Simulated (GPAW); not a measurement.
**Y2COS MXene monolayer in an electric field**

How does Y2COS MXene monolayer screen a perpendicular field?

Main program and level: GPAW 26.7.0; GPAW, PAW setups; layer in a repeated cell with vacuum, relaxation of atoms and in-plane cell, in the first sound run; inputs show where later runs differ.

Most raw output is cut from this account.

### 1. Starting point

The cell holds 5 atoms: 1 S, 2 Y, 1 C and 1 O. Cell: a = 3.478 Å, b = 3.478 Å, c = 23.897 Å, α = 90.0°, β = 90.0°, γ = 120.0°. Vacuum lies along c.

### 2. Relaxation

Forces are removed first; all later runs use this geometry.

Contents of run.py:

```python
import json
import numpy as np
from ase import Atoms
from ase.filters import FrechetCellFilter
from ase.optimize import BFGS
from gpaw import GPAW, PW

slab = Atoms(
    ['S', 'Y', 'C', 'Y', 'O'],
    positions=[
        [-0.00000, 2.00789, 9.00000],
        [1.73888, 1.00394, 10.89367],
        [0.00000, 0.00000, 12.26590],
        [-0.00000, 2.00789, 13.63814],
        [1.73888, 1.00394, 14.89722]],
    cell=[[3.47776, 0.0, 0.0], [-1.73888, 3.01183, 0.0], [0.0, 0.0, 23.8972]],
    pbc=[True, True, True])

slab.calc = GPAW(mode=PW(600), xc='PBE', kpts={'size': (9, 9, 1), 'gamma': True},
                 occupations={'name': 'fermi-dirac', 'width': 0.05}, nbands='160%',
                 convergence={'density': 1e-05}, maxiter=200,
                 symmetry={'tolerance': 1e-3}, txt='slab.txt')
result = {}
# The in-plane cell is free; stress needs a cell that repeats along all three vectors
path = []
opt = BFGS(FrechetCellFilter(slab, mask=[1, 1, 0, 0, 0, 1]), maxstep=0.2)
opt.attach(lambda: path.append((slab.get_potential_energy(), slab.positions.tolist(), slab.get_forces().tolist())))
result['relaxed'] = bool(opt.run(fmax=0.02, steps=45))
result['path'] = path
result['cell'] = slab.cell.tolist()
print('in-plane lattice', slab.cell.cellpar().round(4)[[0, 1, 5]])
energy = slab.get_potential_energy()
fermi = slab.calc.get_fermi_level()
v = slab.calc.get_electrostatic_potential().mean((0, 1)) - fermi
n = slab.calc.get_pseudo_density().mean((0, 1))
L = slab.cell[2, 2]
z = np.arange(len(v)) * L / len(v)
low, high = slab.positions[:, 2].min(), slab.positions[:, 2].max()
below, above = np.interp([low - 6.8, high + 6.8], z, v)
slopes = [np.interp(x, z, np.gradient(v, z)) for x in (low - 6.8, high + 6.8)]
eps = np.array([[slab.calc.get_eigenvalues(k, s) for k in range(len(slab.calc.get_ibz_k_points()))]
                for s in range(slab.calc.get_number_of_spins())]) - fermi
top, bottom = eps[eps < 0].max(), eps[eps > 0].min()
dipole = slab.get_dipole_moment()[2]
print(f'energy {energy:.4f} eV, Fermi level {fermi:.4f} eV, dipole {dipole:.5f} e A')
print(f'potential 6.8 A off the faces, from the Fermi level: lower {below:.4f} eV, upper {above:.4f} eV')
print(f'slope of the potential there: lower {slopes[0]:.5f}, upper {slopes[1]:.5f} eV/A')
print(f'nearest levels on the mesh: {top:.4f} and {bottom:.4f} eV')
print('magnetic moment', round(slab.get_magnetic_moment(), 3))
result.update(energy=energy, fermi=fermi, dipole=dipole, below=below, above=above, slopes=slopes, edges=[top, bottom],
              z=z.tolist(), v=v.tolist(), n=n.tolist(), positions=slab.positions.tolist(),
              forces=slab.get_forces(apply_constraint=False).tolist(), moments=slab.get_magnetic_moments().tolist())
json.dump(result, open('result.json', 'w'))
```

Run with:

```
$ OMP_NUM_THREADS=1 OPENBLAS_NUM_THREADS=1 python run.py
```

Wall time 23 min (1 thread of Arm Neoverse V1, shared host); peak memory 0.68 GiB.

This step gave:

```
dipole along the normal                    : 0.1429 e·Å
levels nearest the Fermi level on the mesh : -0.002504, 0.1698 eV from the Fermi level
```

The electrostatic potential energy of an electron (without an applied field's), less the Fermi level, planar mean oscillates, so the rows of the table below give means over windows of 1 Å about each position, cut where the curve ends. Its maxima inside the range that stand out by 2 % of the span (Å: eV): 6.9: 6.65, 9.8: -2.78, 11.7: -3.03, 12.8: 0.341. Its minima: 9.1: -12.4, 10.8: -16.0, 12.1: -6.33, 14.0: -16.6.

The electrostatic potential energy of an electron (without an applied field's), less the Fermi level, planar mean by z; means over each step:

| z (Å) | electrostatic potential energy of an electron (without an applied field's), less the Fermi level, planar mean (eV) |
| --- | --- |
| 0 | 6.04 |
| 1 | 6.11 |
| 2 | 6.21 |
| 3 | 6.30 |
| 4 | 6.40 |
| 5 | 6.49 |
| 6 | 6.59 |
| 7 | 6.62 |
| 8 | 5.19 |
| 9 | -7.25 |
| 10 | -5.63 |
| 11 | -11.7 |
| 12 | -4.27 |
| 13 | -1.96 |
| 14 | -14.3 |
| 15 | -3.71 |
| 16 | 4.81 |
| 17 | 5.33 |
| 18 | 5.45 |
| 19 | 5.54 |
| 20 | 5.64 |
| 21 | 5.74 |
| 22 | 5.83 |
| 23 | 5.93 |

Pseudo valence density, planar mean against z:

| z (Å) | pseudo valence density, planar mean (e/Å³) |
| --- | --- |
| 5.5 | 2.0e-5 |
| 6.0 | 1.0e-4 |
| 6.5 | 5.1e-4 |
| 7.0 | 0.00256 |
| 7.5 | 0.0129 |
| 8.0 | 0.0621 |
| 8.5 | 0.226 |
| 9.0 | 0.320 |
| 9.5 | 0.374 |
| 10.0 | 0.343 |
| 10.5 | 0.642 |
| 11.0 | 0.706 |
| 11.5 | 0.361 |
| 12.0 | 0.350 |
| 12.5 | 0.301 |
| 13.0 | 0.206 |
| 13.5 | 0.444 |
| 14.0 | 0.931 |
| 14.5 | 0.900 |
| 15.0 | 0.456 |
| 15.5 | 0.0888 |
| 16.0 | 0.0166 |
| 16.5 | 0.00342 |
| 17.0 | 7.4e-4 |
| 17.5 | 1.7e-4 |
| 18.0 | 3.8e-5 |

The relaxation lowered the energy of the cell by 1.70 eV (energies extrapolated to zero smearing; the optimiser's log prints free energies). The largest force left on a free atom is 0.018 eV/Å.

### 3. Plane waves, PBE

With the geometry fixed, the planar mean of the potential gives the vacuum level on each side.

This step: GPAW, PAW setups; slab in vacuum (GPAW 26.7.0).

The cell differs from the one that the last finished run ended in (c 23.897 → 23.508 Å).

run.py, as its differences from that of step 2:

```diff
@@ -3,4 +3,2 @@
 from ase import Atoms
-from ase.filters import FrechetCellFilter
-from ase.optimize import BFGS
 from gpaw import GPAW, PW
@@ -10,23 +8,16 @@
     positions=[
-        [-0.00000, 2.00789, 9.00000],
-        [1.73888, 1.00394, 10.89367],
-        [0.00000, 0.00000, 12.26590],
-        [-0.00000, 2.00789, 13.63814],
-        [1.73888, 1.00394, 14.89722]],
-    cell=[[3.47776, 0.0, 0.0], [-1.73888, 3.01183, 0.0], [0.0, 0.0, 23.8972]],
-    pbc=[True, True, True])
+        [-0.00000, 2.08332, 9.00000],
+        [1.80420, 1.04165, 10.63945],
+        [0.00000, 0.00000, 12.01951],
+        [-0.00000, 2.08332, 13.82402],
+        [1.80420, 1.04165, 14.50796]],
+    cell=[[3.6084, -0.0, 0.0], [-1.8042, 3.12497, 0.0], [0.0, 0.0, 23.508]],
+    pbc=[True, True, False])
 
-slab.calc = GPAW(mode=PW(600), xc='PBE', kpts={'size': (9, 9, 1), 'gamma': True},
+slab.calc = GPAW(mode=PW(500), xc='PBE', kpts={'size': (9, 9, 1), 'gamma': True},
                  occupations={'name': 'fermi-dirac', 'width': 0.05}, nbands='160%',
                  convergence={'density': 1e-05}, maxiter=200,
+                 poissonsolver={'dipolelayer': 'xy'},
                  symmetry={'tolerance': 1e-3}, txt='slab.txt')
 result = {}
-# The in-plane cell is free; stress needs a cell that repeats along all three vectors
-path = []
-opt = BFGS(FrechetCellFilter(slab, mask=[1, 1, 0, 0, 0, 1]), maxstep=0.2)
-opt.attach(lambda: path.append((slab.get_potential_energy(), slab.positions.tolist(), slab.get_forces().tolist())))
-result['relaxed'] = bool(opt.run(fmax=0.02, steps=45))
-result['path'] = path
-result['cell'] = slab.cell.tolist()
-print('in-plane lattice', slab.cell.cellpar().round(4)[[0, 1, 5]])
 energy = slab.get_potential_energy()
```

Wall time 63 s (1 thread); peak memory 0.28 GiB.

Numbers from this step:

* dipole along the normal: 0.1015 e·Å
* levels nearest the Fermi level on the mesh: -0.002887, 0.1720 eV from the Fermi level
* upper work function: 5.175 eV
* lower work function: 6.805 eV

The electrostatic potential energy of an electron (without an applied field's), less the Fermi level, planar mean oscillates, so the rows of the table below give means over windows of 1 Å about each position, cut where the curve ends. Its maxima inside the range that stand out by 2 % of the span (Å: eV): 1.7: 6.80, 9.7: -2.78, 11.6: -3.04, 12.7: 0.336. Its minima: 9.0: -12.5, 10.6: -16.0, 12.0: -6.25, 13.8: -16.5.

Electrostatic potential energy of an electron (without an applied field's), less the Fermi level, planar mean against z; means over each step:

| z (Å) | electrostatic potential energy of an electron (without an applied field's), less the Fermi level, planar mean (eV) |
| --- | --- |
| 0 | 6.50 |
| 1 | 6.80 |
| 2 | 6.80 |
| 3 | 6.80 |
| 4 | 6.80 |
| 5 | 6.80 |
| 6 | 6.80 |
| 7 | 6.70 |
| 8 | 4.35 |
| 9 | -8.04 |
| 10 | -6.82 |
| 11 | -10.3 |
| 12 | -3.90 |
| 13 | -3.25 |
| 14 | -14.7 |
| 15 | -1.38 |
| 16 | 4.88 |
| 17 | 5.16 |
| 18 | 5.17 |
| 19 | 5.17 |
| 20 | 5.17 |
| 21 | 5.17 |
| 22 | 5.18 |
| 23 | 5.27 |

Table of pseudo valence density, planar mean by z:

z (Å), pseudo valence density, planar mean (e/Å³) and a bar:
```
      5.5      0.000 
      6.0      0.000 
      6.5      0.001 
      7.0      0.004 
      7.5      0.020 #
      8.0      0.095 ###
      8.5      0.282 #########
      9.0      0.318 ##########
      9.5      0.362 ############
     10.0      0.378 ############
     10.5      0.763 ########################
     11.0      0.578 ##################
     11.5      0.344 ###########
     12.0      0.346 ###########
     12.5      0.264 ########
     13.0      0.224 #######
     13.5      0.600 ###################
     14.0      0.941 ##############################
     14.5      0.846 ###########################
     15.0      0.303 ##########
     15.5      0.055 ##
     16.0      0.011 
     16.5      0.002 
     17.0      0.001 
     17.5      0.000 
     18.0      0.000
```

Force by atom:

| atom | x (eV/Å) | y (eV/Å) | z (eV/Å) | size |
| --- | --- | --- | --- | --- |
| S1 | 0.0000 | 0.0000 | 0.0213 | 0.0213 |
| Y2 | 0.0000 | 0.0000 | 0.0000 | 0.0000 |
| C3 | 0.0000 | 0.0000 | 0.0194 | 0.0194 |
| Y4 | 0.0000 | 0.0000 | -0.0529 | 0.0529 |
| O5 | 0.0000 | 0.0000 | -0.0376 | 0.0376 |

The potential is flat to 4.5e-4 eV/Å where it is read, so the vacuum is wide enough.

### 4. In a field

A uniform field along the normal polarises the slab; the atoms stay fixed, so this is the electronic response alone.

run.py, as its differences from that of step 3:

```diff
@@ -4,2 +4,3 @@
 from gpaw import GPAW, PW
+from gpaw.external import ConstantElectricField
 
@@ -20,2 +21,3 @@
                  poissonsolver={'dipolelayer': 'xy'},
+                 external=ConstantElectricField(-0.2, [0, 0, 1]),
                  symmetry={'tolerance': 1e-3}, txt='slab.txt')
```

Run time: 2.9 min. Hardware: 1 thread; peak memory 0.48 GiB.

Numbers from this step:

```yaml
dipole_along_the_normal: 0.01524 e·Å
levels_nearest_the_fermi_level_on_the_mesh: -0.003751, 0.1774 eV from the Fermi level
potential_below_the_slab_the_applied_field_s_own_ramp_left_out: 6.072 eV from the Fermi level
potential_above_the_slab_the_applied_field_s_own_ramp_left_out: 5.827 eV from the Fermi level
```

The electrostatic potential energy of an electron (without an applied field's), less the Fermi level, planar mean oscillates, so the rows of the table below give means over windows of 0.5 Å about each position, cut where the curve ends. Its maxima inside the range that stand out by 2 % of the span (Å: eV): 9.69: -3.18, 11.57: -3.07, 12.69: 0.517. Its minima: 9.03: -13.1, 10.63: -16.2, 12.04: -6.18, 13.82: -16.2.

The electrostatic potential energy of an electron (without an applied field's), less the Fermi level, planar mean by z; means over each step:

z (Å), electrostatic potential energy of an electron (without an applied field's), less the Fermi level, planar mean (eV) and a bar from the least value:
```
      0.0        6.0 ##############################
      0.5        6.1 ##############################
      1.0        6.1 ##############################
      1.5        6.1 ##############################
      2.0        6.1 ##############################
      2.5        6.1 ##############################
      3.0        6.1 ##############################
      3.5        6.1 ##############################
      4.0        6.1 ##############################
      4.5        6.1 ##############################
      5.0        6.1 ##############################
      5.5        6.1 ##############################
      6.0        6.1 ##############################
      6.5        6.1 ##############################
      7.0        6.0 ##############################
      7.5        5.7 #############################
      8.0        4.2 ###########################
      8.5       -2.0 ###################
      9.0      -11.4 #####
      9.5       -5.3 ##############
     10.0       -6.0 #############
     10.5      -14.5 #
     11.0      -10.8 ######
     11.5       -3.8 ################
     12.0       -5.2 ##############
     12.5       -0.6 #####################
     13.0       -1.9 ###################
     13.5      -11.2 ######
     14.0      -15.3 
     14.5      -10.7 ######
     15.0        0.4 ######################
     15.5        4.7 ############################
     16.0        5.6 #############################
     16.5        5.8 ##############################
     17.0        5.8 ##############################
     17.5        5.8 ##############################
     18.0        5.8 ##############################
     18.5        5.8 ##############################
     19.0        5.8 ##############################
     19.5        5.8 ##############################
     20.0        5.8 ##############################
     20.5        5.8 ##############################
     21.0        5.8 ##############################
     21.5        5.8 ##############################
     22.0        5.8 ##############################
     22.5        5.8 ##############################
     23.0        5.8 ##############################
```

Force by atom:

| atom | x (eV/Å) | y (eV/Å) | z (eV/Å) | size |
| --- | --- | --- | --- | --- |
| S1 | 0.000 | 0.000 | 0.024 | 0.024 |
| Y2 | 0.000 | 0.000 | 0.000 | 0.000 |
| C3 | 0.000 | 0.000 | 0.038 | 0.038 |
| Y4 | 0.000 | 0.000 | -0.163 | 0.163 |
| O5 | 0.000 | 0.000 | 0.049 | 0.049 |

The dipole is now 0.0152 e Å, against 0.10 in the run without a field.

### 5. Field on

run.py, as its differences from that of step 4:

```diff
@@ -21,3 +21,3 @@
                  poissonsolver={'dipolelayer': 'xy'},
-                 external=ConstantElectricField(-0.2, [0, 0, 1]),
+                 external=ConstantElectricField(-0.1, [0, 0, 1]),
                  symmetry={'tolerance': 1e-3}, txt='slab.txt')
```

Run time: 3.1 min. Hardware: 1 thread; peak memory 0.48 GiB.

This step gave:

| Item | Value |
| --- | --- |
| dipole along the normal | 0.05841 e·Å |
| levels nearest the Fermi level on the mesh | -0.003308, 0.1747 eV from the Fermi level |
| potential below the slab, the applied field's own ramp left out | 6.438 eV from the Fermi level |
| potential above the slab, the applied field's own ramp left out | 5.500 eV from the Fermi level |

The electrostatic potential energy of an electron (without an applied field's), less the Fermi level, planar mean oscillates, so the rows of the table below give means over windows of 0.5 Å about each position, cut where the curve ends. Its maxima inside the range that stand out by 2 % of the span (Å: eV): 1.69: 6.44, 9.69: -2.98, 11.57: -3.05, 12.69: 0.426. Its minima: 9.03: -12.8, 10.63: -16.1, 12.04: -6.22, 13.82: -16.4.

The electrostatic potential energy of an electron (without an applied field's), less the Fermi level, planar mean by z; means over each step:

| z (Å) | electrostatic potential energy of an electron (without an applied field's), less the Fermi level, planar mean (eV) |
| --- | --- |
| 0.0 | 6.14 |
| 0.5 | 6.41 |
| 1.0 | 6.44 |
| 1.5 | 6.44 |
| 2.0 | 6.44 |
| 2.5 | 6.44 |
| 3.0 | 6.44 |
| 3.5 | 6.44 |
| 4.0 | 6.44 |
| 4.5 | 6.44 |
| 5.0 | 6.44 |
| 5.5 | 6.44 |
| 6.0 | 6.43 |
| 6.5 | 6.42 |
| 7.0 | 6.37 |
| 7.5 | 6.07 |
| 8.0 | 4.59 |
| 8.5 | -1.70 |
| 9.0 | -11.1 |
| 9.5 | -5.04 |
| 10.0 | -5.79 |
| 10.5 | -14.3 |
| 11.0 | -10.8 |
| 11.5 | -3.81 |
| 12.0 | -5.25 |
| 12.5 | -0.669 |
| 13.0 | -2.04 |
| 13.5 | -11.3 |
| 14.0 | -15.5 |
| 14.5 | -10.9 |
| 15.0 | 0.147 |
| 15.5 | 4.42 |
| 16.0 | 5.26 |
| 16.5 | 5.44 |
| 17.0 | 5.49 |
| 17.5 | 5.50 |
| 18.0 | 5.50 |
| 18.5 | 5.50 |
| 19.0 | 5.50 |
| 19.5 | 5.50 |
| 20.0 | 5.50 |
| 20.5 | 5.50 |
| 21.0 | 5.50 |
| 21.5 | 5.50 |
| 22.0 | 5.50 |
| 22.5 | 5.50 |
| 23.0 | 5.53 |

Force by atom:

| atom | x (eV/Å) | y (eV/Å) | z (eV/Å) | size |
| --- | --- | --- | --- | --- |
| S1 | 0.000 | 0.000 | 0.023 | 0.023 |
| Y2 | 0.000 | 0.000 | 0.000 | 0.000 |
| C3 | 0.000 | 0.000 | 0.029 | 0.029 |
| Y4 | 0.000 | 0.000 | -0.108 | 0.108 |
| O5 | 0.000 | 0.000 | 0.006 | 0.006 |

The dipole is now 0.0584 e Å, against 0.10 in the run without a field.

### 6. Field on

run.py, as its differences from that of step 5:

```diff
@@ -21,3 +21,3 @@
                  poissonsolver={'dipolelayer': 'xy'},
-                 external=ConstantElectricField(-0.1, [0, 0, 1]),
+                 external=ConstantElectricField(-0.05, [0, 0, 1]),
                  symmetry={'tolerance': 1e-3}, txt='slab.txt')
```

The job ended after 2.9 min (1 thread; peak memory 0.48 GiB).

### 7. In a field

run.py, as its differences from that of step 6:

```diff
@@ -21,3 +21,3 @@
                  poissonsolver={'dipolelayer': 'xy'},
-                 external=ConstantElectricField(-0.05, [0, 0, 1]),
+                 external=ConstantElectricField(0.05, [0, 0, 1]),
                  symmetry={'tolerance': 1e-3}, txt='slab.txt')
```

Run time: 2.9 min. Hardware: 1 thread; peak memory 0.48 GiB.

The electrostatic potential energy of an electron (without an applied field's), less the Fermi level, planar mean oscillates, so the rows of the table below give means over windows of 1 Å about each position, cut where the curve ends. Its maxima inside the range that stand out by 2 % of the span (Å: eV): 2.1: 6.99, 9.7: -2.68, 11.6: -3.03, 12.7: 0.290. Its minima: 9.0: -12.4, 10.6: -15.9, 12.0: -6.26, 13.8: -16.6.

Electrostatic potential energy of an electron (without an applied field's), less the Fermi level, planar mean against z; means over each step:

| z (Å) | electrostatic potential energy of an electron (without an applied field's), less the Fermi level, planar mean (eV) |
| --- | --- |
| 0 | 6.61 |
| 1 | 6.99 |
| 2 | 6.99 |
| 3 | 6.99 |
| 4 | 6.99 |
| 5 | 6.99 |
| 6 | 6.98 |
| 7 | 6.89 |
| 8 | 4.52 |
| 9 | -7.90 |
| 10 | -6.74 |
| 11 | -10.2 |
| 12 | -3.92 |
| 13 | -3.31 |
| 14 | -14.8 |
| 15 | -1.52 |
| 16 | 4.72 |
| 17 | 5.00 |
| 18 | 5.01 |
| 19 | 5.01 |
| 20 | 5.01 |
| 21 | 5.01 |
| 22 | 5.01 |
| 23 | 5.13 |

(Part 1 of 2 ends here.)

[Logs are printed without paths, hosts, clocks, repeated set-up lines and the standing remarks that a program may print on its own settings, such as how far it seeks lower states.]

[Hosts, paths, dates, database ids (printed as entryN), source tags and the programs' standing remarks are cut or masked in the printed files.]
